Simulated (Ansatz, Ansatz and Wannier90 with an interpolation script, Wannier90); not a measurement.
An input for Ansatz 0.2.0 (PbIF (P4/nmm)):

```yaml
crystal:
  lattice:
    - [4.2374, 0.0, 0.0]
    - [0.0, 4.2374, 0.0]
    - [0.0, 0.0, 8.8]
  atoms:
    - { symbol: Pb, position: [0.5, 0.0, 0.16392] }
    - { symbol: Pb, position: [0.0, 0.5, 0.83608] }
    - { symbol: I, position: [0.5, 0.0, 0.66297] }
    - { symbol: I, position: [0.0, 0.5, 0.33703] }
    - { symbol: F, position: [0.0, 0.0, 0.0] }
    - { symbol: F, position: [0.5, 0.5, 0.0] }
kpoints:
  mp_grid: { grid: [4, 4, 2] }
hamiltonian:
  xc: lda
scf:
  occupations: { method: fixed }
gw:
  n_empty_bands: 594
  ecut_chi: 140.0
  qp_bands: [v12, c6]
  screening: { model: contour_deformation }
```

```sh
ansatz run input.yaml --threads 4 --pin off --max-ram 18432MiB --backend cpu --events-out ev --progress --plain --runs-dir out
```

Q: Estimate wall time and host memory on 4 threads of Arm Neoverse V1, shared host.

It took 22 min; on shared hardware allow 11 min to 45 min. Peak host memory was 2.9 GiB. The sizes that set the cost: 3053 plane waves a state, 12 irreducible k points, 632 bands summed, 593 plane waves in the screening and 7 SCF cycles.

The screening grows as filled bands × empty bands × pairs of k points, times the square of the screening basis for the matrix.

[Paths, hosts, dates, memory and timing lines, banners, echoed tables and standing remarks are left out of the program output.]

[Logs are printed without paths, hosts, clocks, repeated set-up lines and the standing remarks that a program may print on its own settings, such as how far it seeks lower states.]

[Runs of the session that timed out or met a known fault of the program may be left out.]

[Hosts, paths, dates, database ids (printed as entryN), source tags and the programs' standing remarks are cut or masked in the printed files.]
